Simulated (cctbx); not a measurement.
# Interatomic vectors of Sr3MgPtS6

Space group R-3c (no. 167), a = 11.1810 Å, b = 11.1810 Å, c = 13.1720 Å, α = 90.00°, β = 90.00°, γ = 120.00°, content Pt6 Sr18 S36 Mg6.

The data are simulated with cctbx, not measured: Cu Kα, λ = 1.54184 Å, to d = 0.83 Å, 70 % of the full sphere, strongest reflection 5000 counts, noise from counting, a 3 % proportional error and a noise floor of 15 counts (s.d.); no absorption.

Patterson synthesis, origin scaled to 1000:

```text
Patterson group R -3 m :H
      u       v       w   height  length (A)
  0.000   0.000   0.000   1000.0     0.00
  0.000   0.000   0.500    538.3     6.59
  0.000   0.367   0.250    254.6     5.26
  0.000   0.366   0.500    159.4     7.75
  0.000   0.000   0.253    126.0     3.33
  0.035   0.069   0.336    124.5     4.47
  0.017   0.176   0.883     84.2     2.43
  0.022   0.174   0.384     78.1     5.38
  0.000   0.267   0.500     65.2     7.23
  0.009   0.505   0.696     62.8     6.88
  0.055   0.527   0.966     56.7     5.63
  0.015   0.507   0.647     42.1     7.27
  0.069   0.183   0.463     38.7     6.36
  0.012   0.154   0.197     33.6     3.08
```

Q: Assign the vectors.

A peak at u stands for all pairs with xi − xj = u, with weight Σ ZiZj against Σ Z² = 72576 at the origin. Peak heights follow these weights only roughly, since form factors, motion and series ripples differ, all vectors within 0.55 Å of a peak are counted as merged into it though the farther ones add only part of their weight, and F(000) is left out, which lowers the whole map:

| u | v | w | shortest length (Å) | height | 1000 ΣZiZj/ΣZ² | pairs in the cell |
| --- | --- | --- | --- | --- | --- | --- |
| 0.000 | 0.000 | 0.500 | 6.59 | 538 | 515 | 6 × Pt–Pt, 6 × Mg–Mg |
| 0.000 | 0.367 | 0.250 | 3.72 | 255 | 245 | 6 × Pt–Sr |
| 0.000 | 0.366 | 0.500 | 4.18 | 159 | 178 | 6 × Sr–Sr, 6 × Sr–Mg, 6 × S–S |
| 0.000 | 0.000 | 0.253 | 3.33 | 126 | 218 | 12 × Pt–Mg, 18 × S–S |
| 0.035 | 0.069 | 0.336 | 4.48 | 124 | 119 | 6 × Sr–Sr |
| 0.017 | 0.176 | 0.883 | 2.43 | 84 | 119 | 6 × Pt–S, 6 × S–Mg |
| 0.022 | 0.174 | 0.384 | 5.15 | 78 | 119 | 6 × Pt–S, 6 × S–Mg |
| 0.000 | 0.267 | 0.500 | 4.69 | 65 | 60 | 3 × Sr–Sr |
| 0.009 | 0.505 | 0.696 | 3.16 | 63 | 143 | 12 × Sr–S, 12 × S–S |
| 0.055 | 0.527 | 0.966 | 4.78 | 57 | 101 | 12 × Sr–S |

The table stops at ten peaks or at a height of 45, below which ripples compete. In the model behind the data Pt, the heaviest element, has 1 independent site: (0, 0, 1/2), up to an allowed shift of origin; the Pt–Pt vectors are differences of these positions and their symmetry mates. The whole model:

```
atom  mult.       x       y       z  Ueq (Å²)
 Pt1      6       0       0     1/2    0.0114
 Sr1     18  0.6996  0.0329  0.4167    0.0104
  S1     36  0.1780  0.1557  0.6163    0.0152
 Mg1      6       0       0     3/4    0.0168
```

The model was made for the exercise: a known structure type with other elements put in, its volume estimated, not relaxed; displacement parameters are assumed.

[Logs are printed without paths, hosts, clocks, repeated set-up lines and the standing remarks that a program may print on its own settings, such as how far it seeks lower states.]
